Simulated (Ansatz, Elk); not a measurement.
# KZr: X-ray structure factors from the self-consistent density

Structure refinements treat a crystal as free atoms side by side. For a made-up structure of KZr (cell and positions from a PBE relaxation) the runs below show what the calculated density changes in F(hkl).

Calculated with Elk 11.2.3 (patched build); DFT, PBE, all-electron APW+lo, Dirac cores, scalar-relativistic bands, static density, no spin.

The structure was built from a prototype and need not be the compound's stable phase.

## Step 1: Starting point

Symmetry: R-3m, No. 166, trigonal system. The conventional cell has a = 3.232 Å, b = 3.232 Å, c = 20.927 Å, α = 90.00°, β = 90.00°, γ = 120.00°. Nearest to Zr lie 6 Zr at 3.23 Å. Nearest to K lie 6 K at 3.23 Å. Farther neighbours are not listed.

Coordinates:

```cif
data_structure
_symmetry_space_group_name_H-M 'R-3m:H'
_symmetry_Int_Tables_number 166
_cell_length_a 3.2319
_cell_length_b 3.2319
_cell_length_c 20.9273
_cell_angle_alpha 90.000
_cell_angle_beta 90.000
_cell_angle_gamma 120.000
_cell_volume 189.31
loop_
_atom_site_label
_atom_site_type_symbol
_atom_site_symmetry_multiplicity
_atom_site_Wyckoff_symbol
_atom_site_fract_x
_atom_site_fract_y
_atom_site_fract_z
_atom_site_occupancy
Zr1 Zr 3 b 0.66667 0.33333 0.83333 1
K1 K 3 a 0.00000 0.00000 0.00000 1
```

## Step 2: Ground state and structure factors

An all-electron density is needed, since X-rays see the cores too. Task 0 finds the density and task 195 Fourier-transforms it; tshift is off so that phases refer to the origin typed.

File elk.in:

```
tasks
  0
  195

xctype
  20

spinpol
  .false.

rgkmax
  7.0

gmaxvr
  14.0

lmaxo
  7

lmaxapw
  8

swidth
  0.002

tshift
  .false.

ramdisk
  .false.

hmaxvr
  5.5

maxscl
  120

epspot
  1e-06

sppath
  './'

avec
  3.05372850423 1.76307097395 13.18226117335
  -3.05372850423 1.76307097395 13.18226117335
  0.00000000000 -3.52614194790 13.18226117335

atoms
  2
  'Zr.in'
  1
  0.5000000000 0.5000000000 0.5000000000   0.000000 0.000000 0.000000
  'K.in'
  1
  -0.0000000000 0.0000000000 0.0000000000   0.000000 0.000000 0.000000

ngridk
  8 8 8
```

Run with:

```bash
$ OMP_NUM_THREADS=4 elk
```

Numbers of over 12 decimals in the logs are rounded to 6 here.

Log:

```text
┌─────────────────────────┐
│ Elk code version 11.2.3 │
└─────────────────────────┘

All units are atomic (Hartree, Bohr, etc.)

┌─────────────────────────────────────────────────┐
│ Ground-state run starting from atomic densities │
└─────────────────────────────────────────────────┘

Lattice vectors :
   3.053728504       1.763070974       13.18226117
  -3.053728504       1.763070974       13.18226117
   0.000000000      -3.526141948       13.18226117

Reciprocal lattice vectors :
   1.028772744      0.5939622208      0.1588798063
  -1.028772744      0.5939622208      0.1588798063
  0.1885381784E-17  -1.187924442      0.1588798063

Unit cell volume      :    425.8350263
Brillouin zone volume :   0.5825030778

Muffin-tin inner radius fraction :   0.1000000000E-01

Nuclei treated as point charges

Species : 1 (Zr)
 parameters loaded from : Zr.in
 name : zirconium
 nuclear charge    :   -40.00000000
 electronic charge :    40.00000000
 atomic mass :    166291.1793
 muffin-tin radius :    2.600000000
 number of radial points in muffin-tin :   1193
 inner part over the whole radius :   0.9967875514E-02
 number on inner part of muffin-tin    :    848
 approximate nuclear radius :   0.8202877663E-04
 number of mesh points to nuclear radius :    417
 atomic positions (lattice), magnetic fields (Cartesian) :
  1 :   0.50000000  0.50000000  0.50000000    0.00000000  0.00000000  0.00000000

Species : 2 (K)
 parameters loaded from : K.in
 name : potassium
 nuclear charge    :   -19.00000000
 electronic charge :    19.00000000
 atomic mass :    71271.84090
 muffin-tin radius :    2.400000000
 number of radial points in muffin-tin :    993
 inner part over the whole radius :   0.9891652203E-02
 number on inner part of muffin-tin    :    697
 approximate nuclear radius :   0.6514746337E-04
 number of mesh points to nuclear radius :    319
 atomic positions (lattice), magnetic fields (Cartesian) :
  1 :   0.00000000  0.00000000  0.00000000    0.00000000  0.00000000  0.00000000

Total number of atoms per unit cell :    2
Total muffin-tin volume :    131.5280124
 ratio of muffin-tin to unit cell volume :   0.3088708169

Spin treatment :
 spin-unpolarised

Number of Bravais lattice symmetries :   12
Number of crystal symmetries         :   12
Crystal has inversion symmetry
Real symmetric eigensolver will be used

k-point grid :      8     8     8
k-point offset :    0.000000000       0.000000000       0.000000000
k-point set is reduced with full crystal symmetry group
Total number of k-points :       65

Muffin-tin radius times maximum |G+k| :    7.000000000
 using average radius
Maximum |G+k| for APW functions       :    2.800000000
Maximum (1/2)|G+k|²                   :    3.920000000
Maximum |G| for potential and density :    14.00000000
Constant for pseudocharge density :    9
 order of it for each species :   16  16
 order of it for pair densities of each species (exact exchange by exxq0 0: 17) :   11   9
Radial integration step length :    1

G-vector grid sizes :     63    63    63
Number of G-vectors :    19661

Maximum angular momentum used for
 APW functions            :    8
 outer part of muffin-tin :    7
 inner part of muffin-tin :    2

Total nuclear charge    :   -59.00000000
Total core charge       :    38.00000000
Total valence charge    :    21.00000000
Total excess charge     :    0.000000000
Total electronic charge :    59.00000000

Effective Wigner radius, rₛ :    1.198855721

Number of empty states         :      8
Total number of valence states :     19
Total number of core states    :     38

Third-order local-orbitals added for an l without core states : T
Total number of local-orbitals :     21

Exchange-correlation functional :     20     0     0
 Perdew-Burke-Ernzerhof, Phys. Rev. Lett. 77, 3865 (1996)
 gradient requirement :    1
 generalised gradient approximation (GGA)

Smearing type :    3
 Fermi-Dirac
Smearing width :   0.2000000000E-02
Effective electronic temperature (K) :    631.5500496

Mixing type :    3
[...]
Hartree                     :      1352.1755443730
 Madelung                    :     -5071.0944303648
 xc potential                :     -198.31443974793
 exchange                    :     -144.94707549514
 correlation                 :     -2.795549
 electron entropic           :    -0.78794814436114E-03
 total energy                :     -4201.7115087245

Density of states at Fermi energy :    59.75796040
 (states/Hartree/unit cell)

Estimated indirect band gap :   0.1793085024E-02
 from k-point 12 to k-point 27
Estimated direct band gap   :   0.3707783879E-02
 at k-point 7

Charges :
 core                        :    38.00000000
 valence                     :    21.00000000
 interstitial                :    3.501811175
 muffin-tins (core leakage)
  species : 1 (Zr)
   atom 1                    :    37.97378377     (  0.2595452930E-05)
  species : 2 (K)
   atom 1                    :    17.52440505     ( -0.1014491797E-06)
 total in muffin-tins        :    55.49818882
 total calculated charge     :    58.99989235
 total charge                :    59.00000000
 error                       :   0.1076523087E-03

RMS change in Kohn-Sham potential (target) :   0.2596079554     (  0.1000000000E-05)
Absolute change in total energy (target)   :   0.6126152370E-01 (  0.1000000000E-03)

[... loops 3 to 14 left out ...]

┌──────────────────┐
│ Loop number : 15 │
└──────────────────┘

Energies :
 Fermi                       :     0.180440
 sum of occupied eigenvalues :     -2484.9572341022
 electron kinetic            :      4325.1570172971
 core electron kinetic       :      4221.7781277147
 Coulomb                     :     -8378.6926902010
 Coulomb potential           :     -6617.9190393593
 nuclear-nuclear             :     -420.11118704562
 electron-nuclear            :     -9307.8080860572
 Hartree                     :      1349.2265829019
 Madelung                    :     -5069.7331705213
 xc potential                :     -192.19521204009
 exchange                    :     -144.93963862017
 correlation                 :     -2.796323
 electron entropic           :    -0.10682511750579E-02
 total energy                :     -4201.2727029642

Density of states at Fermi energy :    81.76772231
 (states/Hartree/unit cell)

Estimated indirect band gap :   0.5956016864E-03
 from k-point 18 to k-point 30
Estimated direct band gap   :   0.2156801764E-01
 at k-point 7

Charges :
 core                        :    38.00000000
 valence                     :    21.00000000
 interstitial                :    3.587884647
 muffin-tins (core leakage)
  species : 1 (Zr)
   atom 1                    :    37.78170362     (  0.2495514590E-05)
  species : 2 (K)
   atom 1                    :    17.63041173     ( -0.1011305351E-06)
 total in muffin-tins        :    55.41211535
 total calculated charge     :    58.99990662
 total charge                :    59.00000000
 error                       :   0.9338409199E-04

RMS change in Kohn-Sham potential (target) :   0.4841005759E-06 (  0.1000000000E-05)
Absolute change in total energy (target)   :   0.5226625854E-04 (  0.1000000000E-03)

Convergence targets achieved

┌──────────────────┐
│ Loop number : 16 │
└──────────────────┘

Energies :
 Fermi                       :     0.180439
 sum of occupied eigenvalues :     -2484.9572397086
 electron kinetic            :      4325.1570148138
 core electron kinetic       :      4221.7781232936
 Coulomb                     :     -8378.6926901517
 Coulomb potential           :     -6617.9190305330
 nuclear-nuclear             :     -420.11118704562
 electron-nuclear            :     -9307.8080948923
 Hartree                     :      1349.2265917861
 Madelung                    :     -5069.7331748853
 xc potential                :     -192.19522398939
 exchange                    :     -144.93963885014
 correlation                 :     -2.796323
 electron entropic           :    -0.10682500583123E-02
 total energy                :     -4201.2727056404

Density of states at Fermi energy :    81.76761138
 (states/Hartree/unit cell)

Estimated indirect band gap :   0.5956174159E-03
 from k-point 18 to k-point 30
Estimated direct band gap   :   0.2156792504E-01
 at k-point 7

Charges :
 core                        :    38.00000000
 valence                     :    21.00000000
 interstitial                :    3.587884368
 muffin-tins (core leakage)
  species : 1 (Zr)
   atom 1                    :    37.78170374     (  0.2495514043E-05)
  species : 2 (K)
   atom 1                    :    17.63041189     ( -0.1011307145E-06)
 total in muffin-tins        :    55.41211563
 total calculated charge     :    58.99990662
 total charge                :    59.00000000
 error                       :   0.9338419018E-04

┌──────────────────────────────┐
│ Self-consistent loop stopped │
└──────────────────────────────┘

Wrote STATE.OUT
```

Elapsed: 17 s, on 4 threads of Arm Neoverse V2, shared host; peak memory 0.2 GiB.

SFACRHO.OUT:

```text

h k l indices transformed by vhmat matrix:
   1.000000000       0.000000000       0.000000000    
   0.000000000       1.000000000       0.000000000    
   0.000000000       0.000000000       1.000000000    

      h      k      l  multipl.   |H|            Re(F)            Im(F)           |F|

      0      0      0      1   0.0000000       59.000000     -0.13378008E-15   59.000000    
     -1     -1     -1      2  0.47663942      -20.480283     -0.13115159E-13   20.480283    
     -2     -2     -2      2  0.95327884       49.392905      0.24794597E-13   49.392905    
      1      0      0      6   1.1985021      -17.748425      0.39062354E-14   17.748425    
     -1      0     -1      6   1.2296892       46.024418      0.79313937E-14   46.024418    
      1      2      1      6   1.3472376       44.810744     -0.15371272E-13   44.810744    
      1      2      2      6   1.4290676      -17.348900     -0.34555295E-13   17.348900    
      3      3      3      2   1.4299183      -17.429110      0.33940004E-13   17.429110    
     -3     -2     -2      6   1.6272865      -16.939846     -0.25456554E-13   16.939846    
     -3     -3     -2      6   1.7397423       40.683373      0.28109411E-13   40.683373    
     -4     -4     -4      2   1.9065577       39.006085      0.40625778E-13   39.006085    
      4      3      3      6   1.9837953       38.260047     -0.12986770E-12   38.260047    
     -1      1      0      6   2.0575455       37.525630      0.26062029E-16   37.525630    
      0     -1     -2     12   2.1120319      -15.856022     -0.98136963E-14   15.856022    
     -4     -3     -4      6   2.1131830      -15.857059     -0.12943957E-12   15.857059    
      1      3      2     12   2.2676494       35.708398     -0.18966432E-13   35.708398    
      1     -1     -1      6   2.3811553      -15.206293     -0.31999247E-14   15.206293    
      4      5      4      6   2.3826868      -15.204171      0.12879584E-12   15.204171
```

Elk indexes on the primitive cell of elk.in and gives |H| = 4π sin θ/λ in inverse bohr. Below, one row stands for each form hkl of the conventional cell (m members, Friedel mates merged), F is for one primitive cell and the density is static (no thermal factor). Free-atom factors are Waasmaier and Kirfel's, and R is Σm||F|−|F'||/Σm|F|.

```csv
hkl,m,sin θ/λ (Å⁻¹),"abs F, DFT",neutral atoms,diff.
003,2,0.072,20.480,20.284,+0.197
006,2,0.143,49.393,49.512,-0.119
101,6,0.180,17.748,17.950,-0.202
012,6,0.185,46.024,46.242,-0.218
104,6,0.203,44.811,44.899,-0.088
015,6,0.215,17.349,17.421,-0.072
009,2,0.215,17.429,17.419,+0.010
107,6,0.245,16.940,16.980,-0.040
018,6,0.262,40.683,40.626,+0.057
0 0 12,2,0.287,39.006,38.939,+0.067
1 0 10,6,0.298,38.260,38.191,+0.069
110,6,0.309,37.526,37.497,+0.029
113,12,0.318,15.856,15.845,+0.011
0 1 11,6,0.318,15.857,15.842,+0.015
```

## Step 3: The highest occupied states alone

An energy window below the Fermi level keeps the highest occupied states, to see at which angles they scatter; shallow core shells can lie inside it and anion s states outside. No new self-consistency is needed.

elk.in, as its differences from that of step 2:

```diff
@@ -1,3 +1,2 @@
 tasks
-  0
   195
@@ -40,2 +39,5 @@
 
+wsfac
+  -0.187050 0.480440
+
 sppath
```

Run with:

```bash
$ OMP_NUM_THREADS=4 elk
```

Log:

```text
┌─────────────────────────────────┐
│ Elk code version 11.2.3 started │
└─────────────────────────────────┘

Info(readinput): the functional depends on the density's gradient
 muffin-tin radial points multiplied by    2.00000
 (not where nrmtscf is given)

┌────────────────────┐
│ Current task : 195 │
└────────────────────┘

Info(sfacrho): density structure factors written to SFACRHO.OUT

 Energy window :  -0.1870500000      0.4804400000

┌──────────────────┐
│ Elk code stopped │
└──────────────────┘
```

Elapsed: 4.5 s, on 4 threads; peak memory 0.18 GiB; 5.7 s of CPU time.

States within 10 eV below the Fermi level hold 5.00 electrons; any levels below the window count with the cores. Their amplitudes can exceed the total, where window and core parts have opposite phase:

```
   hkl  sin θ/λ (Å⁻¹)  abs F, window  abs F, all
   003          0.072          2.533      20.480
   006          0.143          0.763      49.393
   101          0.180          0.264      17.748
   012          0.185          0.262      46.024
   104          0.203          0.288      44.811
   015          0.215          0.194      17.349
   009          0.215          0.307      17.429
   107          0.245          0.125      16.940
   018          0.262          0.230      40.683
0 0 12          0.287          0.165      39.006
```

(Continued in part 2 of 2.)

[Logs are printed without paths, hosts, clocks, repeated set-up lines and the standing remarks that a program may print on its own settings, such as how far it seeks lower states.]

[Hosts, paths, dates, database ids (printed as entryN), source tags and the programs' standing remarks are cut or masked in the printed files.]
